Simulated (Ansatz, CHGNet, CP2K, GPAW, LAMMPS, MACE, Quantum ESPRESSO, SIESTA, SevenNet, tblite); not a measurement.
**GPAW runs on glassy 71SiO2-12Al2O3-17CaO (mol %) (74 atoms)**

Wanted: GPAW inputs and outputs for glassy 71SiO2-12Al2O3-17CaO (mol %) (74 atoms), checked against a plane-wave reference.

Method: the method is named at each step, in GPAW 26.7.0.

### 1. The structure

The cell holds 74 atoms: 17 Si, 6 Al, 4 Ca and 47 O. Its edges and angles: a = 9.897 Å, b = 9.897 Å, c = 9.897 Å, α = 90.0°, β = 90.0°, γ = 90.0°. 74 atoms (17 Si, 6 Al, 4 Ca, 47 O) placed at random at 2.49 g/cm³, melted at 4000 K for 10 ps at fixed volume with the Morse and Coulomb pair potential with partial charges (Pedone, Malavasi, Menziani, Cormack and Segre, J. Phys. Chem. B 110, 11780 (2006)). Quenched from 4000 K to 300 K at 500 K/ps and fixed volume, held 10 ps at zero pressure.

The yardstick, on the same geometry:

```
method                                           : Kohn-Sham DFT, PBE, SSSP efficiency 1.3.0 pseudopotentials, plane waves (Quantum ESPRESSO 7.5); sssp-pbe-1.3.0-efficiency, cutoffs 60/480 Ry, Γ point
r.m.s. force component                           : 1.425 eV/Å
longest force                                    : 4.91 eV/Å
pressure                                         : 6.921 GPa
gap (highest filled to lowest empty level) : 2.909 eV
time                                             : 3.8 min on 2 MPI ranks of Arm Neoverse V2, shared host
CPU time                                         : 7.7 min
```

### 2. PBE, LCAO dzp, h 0.18 Å

Method: Kohn-Sham DFT, PBE, PAW, atomic orbitals (dzp).

The input, run.py:

```python
import numpy as np
from ase.io import read
from gpaw import GPAW, FermiDirac

atoms = read("structure.xyz")
atoms.calc = GPAW(
    mode="lcao",
    basis="dzp",
    h=0.18,
    xc="PBE",
    kpts={"size": (1, 1, 1), "gamma": True},
    occupations=FermiDirac(0.05),
    maxiter=200,
    symmetry={"point_group": False},
    txt="gpaw.txt",
)
energy = atoms.get_potential_energy(force_consistent=True)
forces = atoms.get_forces()
print(f"energy {energy:.6f} eV")
print("forces (eV/A)")
for i, (a, f) in enumerate(zip(atoms, forces)):
    print(f"{i:4d} {a.symbol:2s} {f[0]:10.5f} {f[1]:10.5f} {f[2]:10.5f}")
print(f"Fermi level {atoms.calc.get_fermi_level():.4f} eV")
for k in range(len(atoms.calc.get_ibz_k_points())):
    for s in range(atoms.calc.get_number_of_spins()):
        e = atoms.calc.get_eigenvalues(kpt=k, spin=s)
        n = np.searchsorted(e, atoms.calc.get_fermi_level())
        print(f"k {k} spin {s} levels about the Fermi level:", np.round(e[max(n - 6, 0):n], 4).tolist(), "|", np.round(e[n:n + 6], 4).tolist())
```

The input, structure.xyz:

```xyz
74
Lattice="9.89690 0.00000 0.00000 0.00000 9.89690 0.00000 0.00000 0.00000 9.89690" Properties=species:S:1:pos:R:3 pbc="T T T"
Si 7.40387 4.09494 7.43930
Si 0.12163 0.74920 2.96660
Si 1.87220 2.36338 4.81187
Si 9.49984 1.73849 0.21565
Si 6.38855 9.67709 5.33007
Si 4.06941 6.96049 3.44551
Si 2.14416 4.52001 2.59922
Si 8.58368 8.09557 4.08801
Si 5.07355 5.78028 6.22485
Si 9.05339 5.25387 2.76905
Si 5.99435 7.61933 1.17823
Si 2.74946 9.27993 1.99927
Si 6.91783 1.14596 8.18018
Si 4.24834 6.80115 8.84169
Si 4.02339 3.86613 0.09412
Si 3.34832 9.68006 6.12539
Si 2.14545 4.72171 6.90190
Al 9.27874 5.49713 5.87836
Al 1.31272 7.72156 9.40107
Al 3.98004 0.58372 9.22975
Al 0.69793 4.73685 9.80674
Al 6.94762 4.73102 0.64567
Al 0.94595 7.71077 6.46099
Ca 8.02065 2.63535 4.99902
Ca 8.21482 7.45722 8.72006
Ca 5.96536 1.19861 1.94029
Ca 1.72721 1.90921 8.02639
O 9.21065 9.41462 3.49232
O 3.19907 0.12064 7.75204
O 6.25306 4.66164 6.36648
O 6.57946 0.97207 4.28892
O 0.44091 8.33497 7.94256
O 1.99462 8.28143 0.94387
O 1.66288 0.51246 2.78924
O 6.67061 8.89751 1.61458
O 7.17981 0.08709 6.87478
O 8.08468 6.21565 6.92169
O 2.76589 7.13052 8.58992
O 3.64463 0.24861 1.02106
O 5.24575 6.72029 2.30697
O 2.90909 5.81839 3.12643
O 6.81352 2.47551 7.30658
O 2.75896 4.21262 1.11865
O 5.66053 0.71149 9.02508
O 0.39162 6.29166 9.73291
O 0.84995 0.82164 9.68629
O 7.97265 4.42490 1.97206
O 4.85651 9.63127 5.67607
O 7.30936 4.50111 8.89603
O 0.65428 4.86660 2.21493
O 3.63978 4.97379 6.50959
O 5.07335 6.88557 7.45613
O 0.35757 1.86784 4.36483
O 8.15356 1.25216 9.24024
O 1.74086 3.31596 6.07214
O 4.39224 5.24209 9.30952
[... 14 atom lines left out ...]
O 7.16070 8.48669 4.69746
O 9.28369 1.48048 1.79114
O 2.72561 1.17545 5.34155
O 9.60276 7.60122 5.22032
```

Launch:

```console
> OMP_NUM_THREADS=1 python run.py > output.txt
```

What it wrote:

```text
energy -517.161838 eV
forces (eV/A)
   0 Si   -0.35027    0.58298   -2.66016
   1 Si    1.43116    1.16846    2.70423
   2 Si   -1.55802    0.91940   -2.29758
   3 Si    0.55135   -2.78493   -2.10080
   4 Si    1.94171    2.90763    3.04396
   5 Si    1.26450   -3.92884   -1.63573
   6 Si    2.51976    2.57681   -1.78476
   7 Si    0.61260   -3.32842   -1.20534
   8 Si   -0.50723   -0.87279    2.85142
   9 Si   -0.37632    1.79075    1.40016
  10 Si   -0.54121   -3.07706   -0.07445
  11 Si   -4.74620    0.18832   -2.33861
  12 Si    0.98786   -0.87183   -1.73814
  13 Si    0.86685   -1.25090    0.21904
  14 Si    0.84823   -0.03801    1.54838
  15 Si   -1.02427    2.22733    1.46373
  16 Si   -0.32226    0.47411   -1.94378
  17 Al   -1.21672    0.58030    2.06247
  18 Al    0.68318    0.33689   -1.43666
  19 Al    0.06998    1.19660    0.59492
  20 Al    2.59801   -2.97394   -0.24388
  21 Al   -2.58954    0.33278   -0.27445
  22 Al    0.61432   -0.39252   -0.45350
  23 Ca    0.13280    0.13484    0.24969
[...]
66 O     1.69073   -1.16939    1.83145
  67 O    -0.59979    1.55593   -0.49339
  68 O    -0.40808    1.69091   -0.46157
  69 O    -0.61793    2.47563   -0.37556
  70 O    -0.44524   -3.58301   -0.64568
  71 O    -2.82041    1.27047    0.98111
  72 O     2.14669   -2.46459    0.94361
  73 O     0.76037   -0.79668    0.81721
Fermi level 5.2021 eV
k 0 spin 0 levels about the Fermi level: [2.5188, 2.5462, 2.6005, 2.741, 3.5983, 3.7096] | [6.5511, 7.6185, 7.8135, 7.989, 8.0805, 8.2631]
```

gpaw.txt:

```text
Input parameters:
  mode=LCAO(),
  basis={'default': 'dzp'},
  h=0.18,
  kpts=MonkhorstPack(size=(1, 1, 1), gamma=True),
  maxiter=200,
  occupations=Occupations(name='fermi-dirac', width=0.05, fixmagmom=False),
  symmetry=Symmetry(point_group=False),
  xc=XC(name='PBE')
Unit cell  # Å
| periodic |        x |        y |        z |  lengths |    angles |
|----------|----------|----------|----------|----------|-----------|
|      yes | 9.896900 | 0.000000 | 0.000000 | 9.896900 | 90.000000 |
|      yes | 0.000000 | 9.896900 | 0.000000 | 9.896900 | 90.000000 |
|      yes | 0.000000 | 0.000000 | 9.896900 | 9.896900 | 90.000000 |
Number of symmetries: 1
Symmetry operations  # r_c * U_cc + t_c -> r_c
|   | kind |            matrix            |
|---|------|------------------------------|
| 0 |  E   |  1, 0, 0,  0, 1, 0,  0, 0, 1 |
BZ-sampling:
  Number of BZ points: 1
  Number of IBZ points: 1
  Monkhorst-Pack size: [1, 1, 1]
  Monkhorst-Pack shift: [0, 0, 0]
[... lines left out ...]
eigensolver:
density mixing:
  MSR1-Mixer
occupation numbers:
  Fermi-Dirac:
    width: 0.0500  # eV
FastPoissonSolver using
    Stencil: 6*3+1=19 point O(h^6) finite-difference Laplacian
xc functional:
  name: PBE with 2 nearest neighbor stencil
interpolation: tri-quintic # 5. degree polynomial
Initialization done in: 8.513 s
convergence criteria:
- Maximum [total energy] change in last 3 cyles: 0.0005 eV / valence electron
- Maximum integral of absolute [dens]ity change: 0.0001 electrons / valence electron
- Maximum integral of absolute [eigenst]ate change: 4e-08 eV^2 / valence electron
maximum number of iterations: 200
SCF iterations
|iter     |      energy | eigst |  dens |
|---------|-------------|-------|-------|
|iter:   1| -564.691141 |      c|       |
|iter:   2| -552.391621 |      c| -0.79 |
|iter:   3| -516.550794 |      c| -0.84 |
|iter:   4| -516.982387 |      c| -1.45 |
|iter:   5| -517.208329 |      c| -1.75 |
|iter:   6| -517.162961 |      c| -2.27 |
|iter:   7| -517.162092c|      c| -3.02 |
|iter:   8| -517.161862c|      c| -3.38 |
|iter:   9| -517.161840c|      c| -3.82 |
|iter:  10| -517.161838c|      c| -4.36c|
Converged in 10 steps
SCF loop duration: 116.557 s (11.656 s/step)
Energy contributions relative to reference atoms: (reference = -343651.926925)
Energy contributions:
  Kinetic:         691.938326
  Coulomb:        -586.857963
  Zero:              5.513009
  External:          0.000000
  Xc:             -627.755210
  Entropy:          -0.000000
  Spinorbit:         0.000000
  ----------------------------
  Free energy:    -517.161838
  Extrapolated:   -517.161838
dipole moment: (10.058328, -28.401497, 82.034627)  # |e|*Ang
Fermi level: 5.202
Eigenvalues  # (at kpt = [0.000, 0.000, 0.000])
| band index |      eig [eV] | occ [0-2] |
|------------|---------------|-----------|
|          0 |       -37.118 |     2.000 |
|        ... |               |           |
|        196 |         2.398 |     2.000 |
|        197 |         2.454 |     2.000 |
[...]
|        211 |         8.454 |     0.000 |
|        ... |               |           |
|        248 |        11.202 |     0.000 |
Gap: 2.841 eV
Transition (v -> c):
  (s=0, k=0, n=203, [0.00, 0.00, 0.00]) -> (s=0, k=0, n=204, [0.00, 0.00, 0.00])
No difference between direct/indirect transitions
Force computation time: 28.899  # s
timing:  # [seconds]
  Total:  153.999  # ━━━━━━━━━━━━━━━━━━━━━━━━━━━━━━━━━━━━━━━━━━━━━━━━━━━━━━━━
  Init:     8.513  # ━━━
  SCF:    116.557  # ━━━━━━━━━━━━━━━━━━━━━━━━━━━━━━━━━━━━━━━━━━╸
  Forces:  28.899  # ━━━━━━━━━━╸
```

Elapsed: 2.6 min, on 1 thread of Arm Neoverse V2, shared host; peak memory 1.5 GiB.

Banners, paths, timers and routine set-up lines are dropped from the logs unmarked, and long logs keep their key lines alone; longer cuts are marked.

Compared with the plane-wave run:

| Quantity | Value |
| --- | --- |
| r.m.s. force component | 1.621 eV/Å |
| r.m.s. difference of force components | 308 meV/Å |
| longest difference of force vectors | 1052 meV/Å |
| force difference over r.m.s. force | 21.61 % |
| slope of forces against the reference's | 1.124 |
| correlation of force components | 0.9878 |
| gap (highest filled to lowest empty level) | 2.841 eV |
| gap difference | -0.0673 eV |

Length of the force difference by element (eV/Å):

| element | atoms | mean | most |
| --- | --- | --- | --- |
| Al | 6 | 0.24 | 0.33 |
| Ca | 4 | 0.098 | 0.18 |
| O | 47 | 0.61 | 1.1 |
| Si | 17 | 0.26 | 0.53 |

Levels nearest the highest filled one (eV from it): -1.19, -1.16, -1.11, -0.97, -0.11, 0.00, 2.84, 3.91, 4.10, 4.28, 4.37, 4.55.

A closer look about O31, picked at random: 11 atoms, nearest first, numbered in the order of the input, with positions taken from that point.

| atom | x | y | z | distance (Å) | bonds | Fx | Fy | Fz (eV/Å) |
| --- | --- | --- | --- | --- | --- | --- | --- | --- |
| O31 | 0.00 | 0.00 | 0.00 | 0.00 | 3 | 0.37 | 2.80 | -1.87 |
| Si5 | -0.19 | -1.19 | 1.04 | 1.59 | 4 | 1.94 | 2.91 | 3.04 |
| Ca24 | 1.44 | 1.66 | 0.71 | 2.31 | 5 | 0.13 | 0.13 | 0.25 |
| Ca26 | -0.61 | 0.23 | -2.35 | 2.44 | 4 | 0.23 | -1.03 | -0.41 |
| O71 | 0.58 | -2.38 | 0.41 | 2.49 | 2 | -0.45 | -3.58 | -0.65 |
| O48 | -1.72 | -1.24 | 1.39 | 2.53 | 2 | -0.98 | -1.26 | -0.25 |
| O36 | 0.60 | -0.88 | 2.59 | 2.80 | 2 | 0.01 | -0.99 | -0.45 |
| O28 | 2.63 | -1.45 | -0.80 | 3.11 | 2 | -0.32 | 0.94 | -0.71 |
| O35 | 0.09 | -1.97 | -2.67 | 3.32 | 2 | 1.74 | 5.29 | 1.45 |
| O42 | 0.23 | 1.50 | 3.02 | 3.38 | 3 | -0.39 | 1.91 | -1.08 |
| Si8 | 2.00 | -2.77 | -0.20 | 3.43 | 4 | 0.61 | -3.33 | -1.21 |

Atoms are counted from 1 here, from 0 in the log.

Forces lie 22 % from the reference's, at 0.34 times its CPU time (on 1 against 2 cores).

### 3. PBE, LCAO sz(dzp), h 0.18 Å

Method: Kohn-Sham DFT, PBE, PAW, atomic orbitals (sz(dzp)).

run.py, as its differences from that of step 2:

```diff
@@ -7,3 +7,3 @@
     mode="lcao",
-    basis="dzp",
+    basis="sz(dzp)",
     h=0.18,
```

structure.xyz is that of step 2.

What it wrote:

```text
energy -405.372971 eV
forces (eV/A)
   0 Si   -1.49601    1.13609   -2.12364
   1 Si   -0.21198    1.30529    3.26041
   2 Si   -0.51198    0.79073   -2.82932
   3 Si   -1.99156   -2.28729   -1.75291
   4 Si    0.85673    1.38399    4.06901
   5 Si    1.22044   -3.94873   -0.05332
   6 Si    2.99551    2.58668   -1.31174
   7 Si   -0.39335   -3.18798   -2.24283
   8 Si    0.11601   -0.81319    1.51220
   9 Si   -0.23727    1.86434    0.09308
  10 Si   -0.66130   -3.05032    0.15854
  11 Si   -4.88336    0.80349   -0.95921
  12 Si    1.51098   -1.85121   -0.83778
  13 Si    1.14930   -0.96226    0.22709
  14 Si   -0.17949    0.21638    1.44478
  15 Si   -0.23875    2.36409    0.39118
  16 Si    0.08309    0.24193   -2.64403
  17 Al   -0.31981    0.41495    1.22112
  18 Al    0.72994    0.83871   -0.73112
  19 Al    0.35278    0.86138    1.06540
  20 Al    2.58700   -3.57301    0.02809
  21 Al   -2.10206   -0.16648   -0.14011
  22 Al    1.32227   -0.30602   -1.46516
  23 Ca    0.31423    0.02415   -0.07104
[...]
66 O     3.40920   -1.68657    2.72128
  67 O    -0.83053    2.39621   -0.47240
  68 O     0.35865    3.46159   -0.75516
  69 O    -0.71276    2.87881   -0.55990
  70 O    -0.45529   -3.95301   -0.82804
  71 O    -3.28044    1.60108    0.89277
  72 O     2.42994   -2.92953    1.47050
  73 O     1.92597   -1.56335    2.08095
Fermi level 6.1998 eV
k 0 spin 0 levels about the Fermi level: [3.7709, 3.8017, 3.8526, 4.0078, 4.8532, 4.9427] | [7.3545, 8.7802, 8.9467, 9.109, 9.1672, 9.3028]
```

gpaw.txt:

```text
Input parameters:
  mode=LCAO(),
  basis={'default': 'sz(dzp)'},
  h=0.18,
  kpts=MonkhorstPack(size=(1, 1, 1), gamma=True),
  maxiter=200,
  occupations=Occupations(name='fermi-dirac', width=0.05, fixmagmom=False),
  symmetry=Symmetry(point_group=False),
  xc=XC(name='PBE')
Unit cell  # Å
| periodic |        x |        y |        z |  lengths |    angles |
[... lines left out ...]
  Fermi-Dirac:
[... lines left out ...]
convergence criteria:
- Maximum [total energy] change in last 3 cyles: 0.0005 eV / valence electron
[... lines left out ...]
Converged in 10 steps
[... lines left out ...]
  Free energy:    -405.372971
  Extrapolated:   -405.372971
dipole moment: (8.916511, -28.002776, 80.258693)  # |e|*Ang
Fermi level: 6.200
Eigenvalues  # (at kpt = [0.000, 0.000, 0.000])
| band index |      eig [eV] | occ [0-2] |
|------------|---------------|-----------|
|          0 |       -35.711 |     2.000 |
|        ... |               |           |
|        196 |         3.615 |     2.000 |
|        197 |         3.672 |     2.000 |
[...]
|        211 |         9.557 |     0.000 |
|        ... |               |           |
|        248 |        12.782 |     0.000 |
Gap: 2.412 eV
Transition (v -> c):
  (s=0, k=0, n=203, [0.00, 0.00, 0.00]) -> (s=0, k=0, n=204, [0.00, 0.00, 0.00])
No difference between direct/indirect transitions
Force computation time: 7.031  # s
timing:  # [seconds]
  Total:  47.917  # ━━━━━━━━━━━━━━━━━━━━━━━━━━━━━━━━━━━━━━━━━━━━━━━━━━━━━━━━━
  Init:    6.136  # ━━━━━━━╸
  SCF:    34.722  # ━━━━━━━━━━━━━━━━━━━━━━━━━━━━━━━━━━━━━━━━━╸
  Forces:  7.031  # ━━━━━━━━╸
```

Elapsed: 49 s, on 1 thread; peak memory 1.1 GiB.

Numbers from this run, and their distance from the reference:

- r.m.s. force component: 2.081 eV/Å
- r.m.s. difference of force components: 1080 meV/Å
- longest difference of force vectors: 4449 meV/Å
- force difference over r.m.s. force: 75.77 %
- slope of forces against the reference's: 1.279
- correlation of force components: 0.876
- gap (highest filled to lowest empty level): 2.412 eV
- gap difference: -0.497 eV

This is a coarse setting, run to see what it loses.

Against the first run (22 %), the force difference from the reference is 76 %, at 0.32 times the CPU time, with 332 basis functions against 1026: the smaller basis costs accuracy.

(Continued in part 2 of 2.)

[Also dropped from logs without a mark: logging warnings of Python, and SIESTA's first energy breakdown and zero terms.]

[Logs are printed without paths, hosts, clocks, repeated set-up lines and the standing remarks that a program may print on its own settings, such as how far it seeks lower states.]

[Hosts, paths, dates, database ids (printed as entryN), source tags and the programs' standing remarks are cut or masked in the printed files.]
